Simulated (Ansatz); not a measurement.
# Resistivity from frozen vibrations: Al(111) with 4 thermally displaced layers, 2x2, part 2 of 2

Wanted: the phonon-limited resistivity of Al at 500 K by the Landauer route.

Ansatz 0.2.0; Ansatz plane-wave DFT, PBE, PAW files; ballistic transport by layer matching (Landauer), zero bias.

So far. Step 2 (With 4 displaced layers): Over the solved energies the transmission per spin lies between 4.78 and 4.98, out of 5.43 channels of the lead on average (up to 5.59).

### Step 3. With 8 displaced layers

Each atom of 8 layers is moved at random, by amounts drawn from a normal law 0.1226 Å wide in each direction from the Debye model (428 K) at 500 K. A fresh draw is used; the growth of the resistance with length is what counts.

System of this step: Al(111) with 8 thermally displaced layers, 2x2. The cell holds 56 atoms: 56 Al. Cell: a = 5.725 Å, b = 5.725 Å, c = 32.761 Å, α = 87.5°, β = 92.5°, γ = 120.0°. It derives from Al. Regions: lead, 24 atoms (24 Al); scattering region, 32 atoms (32 Al). The structure is stacked along c, and the current runs across the ab planes.

input.yaml

```yaml
crystal:
  lattice:
    - [5.7246940741, 0.0, 0.0]
    - [-2.862347037, 4.957730497, 0.0]
    - [-1.4311735185, 0.8262884162, 32.7193519684]
  atoms:
    - { symbol: Al, position: [0.005952381, 0.994047619, 0.0357142857] }
    - { symbol: Al, position: [0.005952381, 0.494047619, 0.0357142857] }
    - { symbol: Al, position: [0.505952381, 0.994047619, 0.0357142857] }
    - { symbol: Al, position: [0.505952381, 0.494047619, 0.0357142857] }
    - { symbol: Al, position: [0.1845238095, 0.3154761905, 0.1071428571] }
    - { symbol: Al, position: [0.1845238095, 0.8154761905, 0.1071428571] }
    - { symbol: Al, position: [0.6845238095, 0.3154761905, 0.1071428571] }
    - { symbol: Al, position: [0.6845238095, 0.8154761905, 0.1071428571] }
    - { symbol: Al, position: [0.3630952381, 0.1369047619, 0.1785714286] }
    - { symbol: Al, position: [0.3630952381, 0.6369047619, 0.1785714286] }
    - { symbol: Al, position: [0.8630952381, 0.1369047619, 0.1785714286] }
    - { symbol: Al, position: [0.8630952381, 0.6369047619, 0.1785714286] }
    - { symbol: Al, position: [0.0967129453, 0.9906189069, 0.2513385918] }
    - { symbol: Al, position: [0.0161541137, 0.4578134178, 0.2524588701] }
    - { symbol: Al, position: [0.5192377733, 0.9678321954, 0.2516100828] }
    - { symbol: Al, position: [0.5415188735, 0.4294756361, 0.2475215495] }
    - { symbol: Al, position: [0.1975224001, 0.2497591984, 0.3279434883] }
    - { symbol: Al, position: [0.2135263525, 0.7880552774, 0.3204600709] }
    - { symbol: Al, position: [0.7708512858, 0.3120051554, 0.3238008354] }
    - { symbol: Al, position: [0.674135898, 0.780621235, 0.323989363] }
    - { symbol: Al, position: [0.413802266, 0.084778729, 0.3996816063] }
    - { symbol: Al, position: [0.3629495478, 0.5842541368, 0.3963594341] }
    - { symbol: Al, position: [0.9247263999, 0.1505708807, 0.3935632539] }
    - { symbol: Al, position: [0.8799065545, 0.5925384652, 0.3887701833] }
    - { symbol: Al, position: [0.0581832884, 0.9378396884, 0.4664625091] }
    - { symbol: Al, position: [0.0968221836, 0.4029111462, 0.4706123774] }
    - { symbol: Al, position: [0.5904177452, 0.9618077621, 0.4626646864] }
    - { symbol: Al, position: [0.5653671301, 0.4281497145, 0.4681490897] }
    - { symbol: Al, position: [0.2513249712, 0.2304109261, 0.530690659] }
    - { symbol: Al, position: [0.2327799351, 0.755855835, 0.539421321] }
    - { symbol: Al, position: [0.7397013525, 0.2169448796, 0.5389843225] }
    - { symbol: Al, position: [0.7201164455, 0.7260332742, 0.538040349] }
    - { symbol: Al, position: [0.3907658117, 0.075390139, 0.6049642831] }
    - { symbol: Al, position: [0.4360537568, 0.5634787165, 0.6078998899] }
    - { symbol: Al, position: [0.9408982416, 0.0458426262, 0.6124652388] }
    - { symbol: Al, position: [0.9612232941, 0.5856056383, 0.6115059318] }
    - { symbol: Al, position: [0.1404354642, 0.907722752, 0.6788545694] }
    - { symbol: Al, position: [0.0804018035, 0.3840468961, 0.6756891608] }
    - { symbol: Al, position: [0.5854771061, 0.893648502, 0.6764418892] }
    - { symbol: Al, position: [0.5783258459, 0.3609547624, 0.6795768024] }
    - { symbol: Al, position: [0.3156815448, 0.2410324716, 0.7499478817] }
    - { symbol: Al, position: [0.3320196784, 0.7422785776, 0.7543080211] }
    - { symbol: Al, position: [0.7564291884, 0.238493736, 0.7512720691] }
    - { symbol: Al, position: [0.8055658466, 0.7172709392, 0.7514336421] }
    - { symbol: Al, position: [0.4702380952, 0.0297619048, 0.8214285714] }
    - { symbol: Al, position: [0.4702380952, 0.5297619048, 0.8214285714] }
    - { symbol: Al, position: [0.9702380952, 0.0297619048, 0.8214285714] }
    - { symbol: Al, position: [0.9702380952, 0.5297619048, 0.8214285714] }
    - { symbol: Al, position: [0.1488095238, 0.8511904762, 0.8928571429] }
    - { symbol: Al, position: [0.1488095238, 0.3511904762, 0.8928571429] }
    - { symbol: Al, position: [0.6488095238, 0.8511904762, 0.8928571429] }
    - { symbol: Al, position: [0.6488095238, 0.3511904762, 0.8928571429] }
    - { symbol: Al, position: [0.3273809524, 0.1726190476, 0.9642857143] }
    - { symbol: Al, position: [0.3273809524, 0.6726190476, 0.9642857143] }
    - { symbol: Al, position: [0.8273809524, 0.1726190476, 0.9642857143] }
    - { symbol: Al, position: [0.8273809524, 0.6726190476, 0.9642857143] }
kpoints:
  mp_grid: { grid: [5, 5, 1] }
hamiltonian:
  xc: pbe
scf:
  occupations: { method: fermi_dirac, width: 0.1 }
output:
  transmission:
    leads: [[0, 4]]
    kmesh: [10, 10]
    e_range: [-0.05, 0.05]
    de: 0.05
  write_potential: true
  write_density: true
  volumetric_format: npy
```

Run with:

```sh
$ ansatz run input.yaml --threads 4 --pin off --max-ram 15360MiB --backend cpu --events-out ev --progress --plain --runs-dir out
```

Numbers of over 12 decimals in the logs are rounded to 6 here.

Log:

```text
[...]
Crystal: 56 atoms, lattice volume = 928.624 Å³
Basis set: ecut = 420 eV, 18271 PW (Γ)
Bands: 140, of which v1, the nominal top of the filled ones, is band 84 counted from 1 (83 counted from 0)
Symmetry: 1 space group operations
[...]
k-points: 13 of 25 (time reversal used)
[...]
SCF iter   1: F=—  HF=-30096.528937 eV  |F-HF|=—  |Δ(HF+E_count)|=         —  Δρ=1.10e-3  dr2=9.39e-1  ethr=1.77e-3  ⟨swp⟩=6.9  Hψ=9037  notcnv=0  defer=95
[...]
SCF iter   7: F=-30096.524332 eV  HF=-30096.524332 eV  |F-HF|=4.81e-9  |Δ(HF+E_count)|=   7.64e-9  Δρ=2.59e-7  dr2=5.21e-9  ethr=5.95e-11  ⟨swp⟩=1.0  Hψ=1872  notcnv=0
SCF 1 converged in 7 iterations: F = -30096.524332 eV  dr2 = 5.21e-9
[...]
transmission: 222 of 2132 steps passed
transmission: 432 of 2132 steps passed
[...]
transmission: 2132 of 2132 steps passed
SCF converged after 7 iterations
Free energy (F): -30096.524332 eV
[...]
Internal energy: -30095.650383 eV  (E = F + TS)
E sigma→0 (E₀):  -30096.087357 eV
Entropy (-TS):   -0.873950 eV (-15.606 meV/atom)
Fermi energy:    7.932603 eV
[...]
--- Band table (eV; the first three rows and the last of 13) ---
  k-point 0: bands = [... 80 lower, 6.5363, 6.5649, 6.6581, 6.9731, 7.0225, 7.1052, 7.1345, 7.2701, ... 52 higher]
  k-point 1: bands = [... 80 lower, 6.9448, 7.0388, 7.1016, 7.2227, 7.2783, 7.5559, 7.6267, 7.6568, ... 52 higher]
  k-point 2: bands = [... 80 lower, 7.9894, 8.0240, 8.0847, 8.1230, 8.1412, 8.1569, 8.1972, 8.2699, ... 52 higher]
  k-point 12: bands = [... 80 lower, 7.7396, 7.8529, 7.8927, 7.9673, 7.9913, 8.0199, 8.0623, 8.1174, ... 52 higher]
--- Transmission ---
  basis      : 253 plane waves across, 41 finite elements along
  points     : 52, standing for a mesh of 10 x 10
[...]
channels       : 5.490000e0 a spin
[...]
junction   : crystal 0 to crystal 0, 0.70 to 31.08 Å
    transmission   : 4.503545e0 a spin
[...]
```

Elapsed: 7.4 min, on 4 threads of Arm Neoverse V2, shared host; peak memory 3.1 GiB.

This step gave:

- free energy: -30096.5243 eV
- energy at zero smearing: -30096.0874 eV
- Fermi energy: 7.933 eV
- transmission per spin nearest the Fermi level: 4.504
- open channels per spin nearest the Fermi level: 5.49
- step of the lead's potential: 7.8 meV

Per spin. Transmission, zone mean against energy, zero at the Fermi level:

```
energy (eV)  transmission, zone mean
    -0.0500                     4.23
     0.0000                     4.50
     0.0500                     4.59
```

Over the solved energies the transmission per spin lies between 4.23 and 4.59, out of 5.41 channels of the lead on average (up to 5.59).

### Step 4. With 12 displaced layers

Each atom of 12 layers is moved at random, by amounts drawn from a normal law 0.1226 Å wide in each direction from the Debye model (428 K) at 500 K. A fresh draw is used; the growth of the resistance with length is what counts.

System of this step: Al(111) with 12 thermally displaced layers, 2x2. The cell holds 72 atoms: 72 Al. Cell: a = 5.725 Å, b = 5.725 Å, c = 42.068 Å, α = 90.0°, β = 90.0°, γ = 120.0°. It derives from Al. Regions: lead, 24 atoms (24 Al); scattering region, 48 atoms (48 Al). The structure is stacked along c, and the current runs across the ab planes.

input.yaml

```yaml
crystal:
  lattice:
    - [5.7246940741, 0.0, 0.0]
    - [-2.862347037, 4.957730497, 0.0]
    - [0.0, 0.0, 42.0677382451]
  atoms:
    - { symbol: Al, position: [0.0, 0.0, 0.0277777778] }
    - { symbol: Al, position: [0.0, 0.5, 0.0277777778] }
    - { symbol: Al, position: [0.5, 0.0, 0.0277777778] }
    - { symbol: Al, position: [0.5, 0.5, 0.0277777778] }
    - { symbol: Al, position: [0.1666666667, 0.3333333333, 0.0833333333] }
    - { symbol: Al, position: [0.1666666667, 0.8333333333, 0.0833333333] }
    - { symbol: Al, position: [0.6666666667, 0.3333333333, 0.0833333333] }
    - { symbol: Al, position: [0.6666666667, 0.8333333333, 0.0833333333] }
    - { symbol: Al, position: [0.3333333333, 0.1666666667, 0.1388888889] }
    - { symbol: Al, position: [0.3333333333, 0.6666666667, 0.1388888889] }
    - { symbol: Al, position: [0.8333333333, 0.1666666667, 0.1388888889] }
    - { symbol: Al, position: [0.8333333333, 0.6666666667, 0.1388888889] }
    - { symbol: Al, position: [0.0024018472, 0.9911278521, 0.1889045666] }
    - { symbol: Al, position: [0.9877344732, 0.4801321721, 0.1975911958] }
    - { symbol: Al, position: [0.4948499091, 0.0020634668, 0.1919693572] }
    - { symbol: Al, position: [0.488926206, 0.4997149088, 0.1901172229] }
    - { symbol: Al, position: [0.1717926158, 0.3307112831, 0.2465457399] }
    - { symbol: Al, position: [0.121667226, 0.8460157118, 0.2491330729] }
    - { symbol: Al, position: [0.6524016009, 0.3274957153, 0.2552917901] }
    - { symbol: Al, position: [0.6666711341, 0.8354745159, 0.2456678328] }
    - { symbol: Al, position: [0.37993897, 0.1893464862, 0.3086637693] }
    - { symbol: Al, position: [0.3456835082, 0.6893258901, 0.3066362045] }
    - { symbol: Al, position: [0.8445792312, 0.1629045369, 0.3012617989] }
    - { symbol: Al, position: [0.8314431386, 0.6188354839, 0.3048565678] }
    - { symbol: Al, position: [0.982732169, 0.9742210467, 0.3628972724] }
    - { symbol: Al, position: [0.9903118261, 0.4892008452, 0.3626255233] }
    - { symbol: Al, position: [0.5069649694, 0.0343348532, 0.3621349763] }
    - { symbol: Al, position: [0.4658150227, 0.4519387941, 0.3573013412] }
    - { symbol: Al, position: [0.1893077522, 0.3320824276, 0.4158418617] }
    - { symbol: Al, position: [0.1859916839, 0.8016269198, 0.4149605179] }
    - { symbol: Al, position: [0.6637966297, 0.347827282, 0.4147336441] }
    - { symbol: Al, position: [0.6336955828, 0.7936548859, 0.4187914204] }
    - { symbol: Al, position: [0.3447030251, 0.1548908844, 0.4726980671] }
    - { symbol: Al, position: [0.2998292773, 0.6550036941, 0.4762364935] }
    - { symbol: Al, position: [0.8647944991, 0.2237776349, 0.4699289583] }
    - { symbol: Al, position: [0.8433394827, 0.6618338656, 0.4738705729] }
    - { symbol: Al, position: [0.9929093606, 0.9861274784, 0.5252502211] }
    - { symbol: Al, position: [0.0646808047, 0.4980880709, 0.5219028059] }
    - { symbol: Al, position: [0.4944953506, 0.0167607848, 0.5263211443] }
    - { symbol: Al, position: [0.5415133915, 0.5247787572, 0.5273339821] }
    - { symbol: Al, position: [0.1441385376, 0.3084951818, 0.5812941783] }
    - { symbol: Al, position: [0.1500160948, 0.8631053751, 0.5879673913] }
    - { symbol: Al, position: [0.6251703598, 0.3041227527, 0.578181273] }
    - { symbol: Al, position: [0.6076392679, 0.7565463242, 0.5800056259] }
    - { symbol: Al, position: [0.356824877, 0.1581218239, 0.6413784789] }
    - { symbol: Al, position: [0.3446270183, 0.7101894346, 0.6394692543] }
    - { symbol: Al, position: [0.8567028346, 0.2297612438, 0.6379436317] }
    - { symbol: Al, position: [0.8096853148, 0.6716577755, 0.638775754] }
    - { symbol: Al, position: [0.0114363948, 0.9772176949, 0.6967887602] }
    - { symbol: Al, position: [0.0100029373, 0.4834951219, 0.6949200098] }
    - { symbol: Al, position: [0.5112090881, 0.0579871397, 0.6923931325] }
    - { symbol: Al, position: [0.4771272448, 0.4736530456, 0.6934361178] }
    - { symbol: Al, position: [0.176030546, 0.3523126763, 0.7482215194] }
    - { symbol: Al, position: [0.1451822396, 0.7983184625, 0.7475895971] }
    - { symbol: Al, position: [0.7385316369, 0.3590723165, 0.7477235415] }
    - { symbol: Al, position: [0.625978132, 0.8092174397, 0.7499368098] }
    - { symbol: Al, position: [0.3248766742, 0.1482664648, 0.8018074839] }
    - { symbol: Al, position: [0.3693658871, 0.6778320931, 0.8044643573] }
    - { symbol: Al, position: [0.8220646292, 0.1535769527, 0.7970022156] }
    - { symbol: Al, position: [0.8225777392, 0.6402033729, 0.8026345178] }
    - { symbol: Al, position: [0.0, 0.0, 0.8611111111] }
    - { symbol: Al, position: [0.0, 0.5, 0.8611111111] }
    - { symbol: Al, position: [0.5, 0.0, 0.8611111111] }
    - { symbol: Al, position: [0.5, 0.5, 0.8611111111] }
    - { symbol: Al, position: [0.1666666667, 0.3333333333, 0.9166666667] }
    - { symbol: Al, position: [0.1666666667, 0.8333333333, 0.9166666667] }
    - { symbol: Al, position: [0.6666666667, 0.3333333333, 0.9166666667] }
    - { symbol: Al, position: [0.6666666667, 0.8333333333, 0.9166666667] }
    - { symbol: Al, position: [0.3333333333, 0.1666666667, 0.9722222222] }
    - { symbol: Al, position: [0.3333333333, 0.6666666667, 0.9722222222] }
    - { symbol: Al, position: [0.8333333333, 0.1666666667, 0.9722222222] }
    - { symbol: Al, position: [0.8333333333, 0.6666666667, 0.9722222222] }
kpoints:
  mp_grid: { grid: [5, 5, 1] }
hamiltonian:
  xc: pbe
scf:
  occupations: { method: fermi_dirac, width: 0.1 }
output:
  transmission:
    leads: [[0, 4]]
    kmesh: [10, 10]
    e_range: [-0.05, 0.05]
    de: 0.05
  write_potential: true
  write_density: true
  volumetric_format: npy
```

Log:

```text
[...]
Crystal: 72 atoms, lattice volume = 1193.945 Å³
Basis set: ecut = 420 eV, 23469 PW (Γ)
Bands: 180, of which v1, the nominal top of the filled ones, is band 108 counted from 1 (107 counted from 0)
Symmetry: 1 space group operations
[...]
k-points: 13 of 25 (time reversal used)
[...]
SCF iter   1: F=—  HF=-38694.074965 eV  |F-HF|=—  |Δ(HF+E_count)|=         —  Δρ=1.29e-3  dr2=2.91e0  ethr=1.77e-3  ⟨swp⟩=6.6  Hψ=11252  notcnv=0  defer=136
[...]
SCF iter   7: F=-38694.063540 eV  HF=-38694.063540 eV  |F-HF|=2.58e-8  |Δ(HF+E_count)|=   2.34e-8  Δρ=2.78e-7  dr2=2.64e-8  ethr=4.63e-11  ⟨swp⟩=2.0  Hψ=3377  notcnv=0
SCF 1 converged in 7 iterations: F = -38694.063540 eV  dr2 = 2.64e-8
[...]
transmission: 273 of 2704 steps passed
transmission: 549 of 2704 steps passed
[...]
transmission: 2704 of 2704 steps passed
SCF converged after 7 iterations
Free energy (F): -38694.063540 eV
[...]
Internal energy: -38692.892828 eV  (E = F + TS)
E sigma→0 (E₀):  -38693.478184 eV
Entropy (-TS):   -1.170712 eV (-16.260 meV/atom)
Fermi energy:    7.930763 eV
[...]
--- Band table (eV; the first three rows and the last of 13) ---
  k-point 0: bands = [... 104 lower, 6.6534, 6.7066, 6.7622, 6.7736, 6.8309, 6.8488, 6.8703, 6.9138, ... 68 higher]
  k-point 1: bands = [... 104 lower, 6.9831, 7.0317, 7.1088, 7.1432, 7.1506, 7.1813, 7.2499, 7.4206, ... 68 higher]
  k-point 2: bands = [... 104 lower, 7.9526, 7.9879, 8.0147, 8.0577, 8.0782, 8.1232, 8.1320, 8.2078, ... 68 higher]
  k-point 12: bands = [... 104 lower, 7.7361, 7.8397, 7.8670, 7.8918, 7.9438, 7.9896, 8.0213, 8.0490, ... 68 higher]
--- Transmission ---
  basis      : 253 plane waves across, 52 finite elements along
  points     : 52, standing for a mesh of 10 x 10
[...]
channels       : 5.590000e0 a spin
[...]
junction   : crystal 0 to crystal 0, 0.70 to 40.43 Å
    transmission   : 4.115374e0 a spin
[...]
```

Wall time 9.9 min (4 threads); peak memory 4.9 GiB.

Numbers from this step:

```yaml
free_energy: -38694.0635 eV
energy_at_zero_smearing: -38693.4782 eV
fermi_energy: 7.931 eV
transmission_per_spin_nearest_the_fermi_level: 4.115
open_channels_per_spin_nearest_the_fermi_level: 5.59
```

Per spin. Table of transmission, zone mean by energy, zero at the Fermi level:

```
energy (eV)  transmission, zone mean
    -0.0500                     4.00
     0.0000                     4.12
     0.0500                     4.00
```

Over the solved energies the transmission per spin lies between 4.00 and 4.12, out of 5.48 channels of the lead on average (up to 5.59).

### Step 5. Resistance against length

This step: Ansatz plane-wave DFT, PBE, PAW files; ballistic transport by layer matching (Landauer), zero bias; resistivity from the slope of the area resistance (Ansatz 0.2.0).

This step gave:

| Quantity | Value |
| --- | --- |
| resistivity | 8.618 µΩ cm |
| intercept | -0.006568 fΩ m² |
| scatter about the fit | 0.004893 fΩ m² |

Resistance, by row:

```
run  length (Å)      T  channels N  RA (fΩ m²)
 n4       9.348  4.871        5.43     0.07745
 n8        18.7  4.442        5.41      0.1476
n12       28.05  4.037       5.477      0.2386
```

Area resistance against length of the displaced region:

```
length of the displaced region (Å)  area resistance (fΩ m²)
                              9.35                   0.0775
                             18.70                    0.148
                             28.05                    0.239
```

The area resistance goes from 0.077 to 0.24 fΩ m² between 9.3 and 28.0 Å, a slope of 8.6 µΩ cm.

By hand from the end points: (0.2386 − 0.07745) fΩ m² / (28.05 − 9.35) Å = 8.6 µΩ cm, since 1 fΩ m² per Å is 1000 µΩ cm.

### Step 6. Results

| Quantity | Value |
| --- | --- |
| resistivity from the slope | 8.62 µΩ cm |
| area resistance over 9.35 Å | 0.0775 fΩ m² |
| area resistance over 18.7 Å | 0.148 fΩ m² |
| area resistance over 28.0 Å | 0.239 fΩ m² |

What this shows: The slope gives 8.6 µΩ cm. The points scatter by 0.0049 fΩ m² about the line, with one random draw a length in a 2x2 cell, so the slope is a rough value. The mean square of the displacements drawn is 0.78, 0.99 and 1.2 of the nominal one at the three lengths; with each resistance scaled back by that, the slope is 5.5 µΩ cm, the value used below. The lead's own channel count moves between the runs (5.43, 5.41 and 5.48), which shifts RA and the slope too. Read with a model of isotropic scattering on a spherical Fermi surface and the lead's 1.5×10¹⁵ S/m², this slope means a mean free path near 103 Å; over these lengths the model's slope is 1.13 times its bulk resistivity, which would be 4.9 µΩ cm. Uncorrelated displacements put too much weight on short waves, which scatter strongly; with the sideways repeat of a small cell, one draw and three short lengths, the method is good to a factor of two or three. The measured value is 4.99 µΩ cm (CRC Handbook of Chemistry and Physics, 84th ed., 2003, Electrical Resistivity of Pure Metals); the scaled slope is 1.1 times that and the corrected value 0.98: fair for so small a cell.

[Logs are printed without paths, hosts, clocks, repeated set-up lines and the standing remarks that a program may print on its own settings, such as how far it seeks lower states.]

[Hosts, paths, dates, database ids (printed as entryN), source tags and the programs' standing remarks are cut or masked in the printed files.]
